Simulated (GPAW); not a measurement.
Some values are withheld and marked by numbers in brackets.

```
! title: Te3As2 (Kalgoorlieite): G0W0 with GPAW, start to end
! method: DFT, LDA, plane waves, PAW (and 1 further level or step)
! program: GPAW 26.7.0
! settings of one run: cutoff 450 eV, GPAW PAW setups 1.2.1 data release, 4×4×2 k-mesh, nbands 472
! cost: 4 runs, 46 min in all on 8 MPI ranks of Arm Neoverse V1, shared host (the runs of this entry)
! notes: The cell and positions come from the Crystallography Open Database and are kept as given unless a step says otherwise. Limits: no spin-orbit coupling. Only 3 of the mesh’s irreducible points were corrected, so a valley elsewhere could overtake. The calculation has static nuclei and no excitons; a measured gap holds zero-point and thermal motion, which mostly lowers it. With atoms this heavy the missing spin-orbit coupling can matter too. Bands and cutoff are finite, so the gap is not at the basis limit. The miss can reach some tenths of an eV and take either sign; the mesh is an error of its own. The 4×4×2 mesh is coarse for this cell, which bears on the long-range parts of exchange and screening.
! LDA gap: 0.38 eV, indirect (only 34 meV under the direct gap)
! G0W0 gap on the mesh: 0.64 eV
! G0W0 gap over the zone (rigid shift): [1]
! GW settings: 4×4×2 mesh, 462 bands, screening to 80 eV, Godby-Needs plasmon pole
! known limits: not at the basis limit; no spin-orbit coupling; coarse k mesh
CELL_PARAMETERS angstrom
7.17865 -2.00995 0.00000
7.17865 2.00995 0.00000
-0.88117 0.00000 9.85970
ATOMIC_POSITIONS crystal
Te 0.02890 0.02890 0.28680
Te 0.97110 0.97110 0.71320
Te 0.77770 0.77770 0.33900
Te 0.22230 0.22230 0.66100
Te 0.37440 0.37440 0.03550
Te 0.62560 0.62560 0.96450
As 0.20260 0.20260 0.14080
As 0.79740 0.79740 0.85920
As 0.61330 0.61330 0.44060
As 0.38670 0.38670 0.55940
```

Fill in the bracketed values.

[1] G0W0 gap over the zone (rigid shift) (Te3As2 (Kalgoorlieite)): 0.53 eV. The mesh misses the band edges by 0.10 eV in all; a rigid shift gives 0.53 eV for the zone.

[Paths, hosts, dates, memory and timing lines, banners, echoed tables and standing remarks are left out of the program output.]

[Logs are printed without paths, hosts, clocks, repeated set-up lines and the standing remarks that a program may print on its own settings, such as how far it seeks lower states.]

[Runs of the session that timed out or met a known fault of the program may be left out.]

[Hosts, paths, dates, database ids (printed as entryN), source tags and the programs' standing remarks are cut or masked in the printed files.]
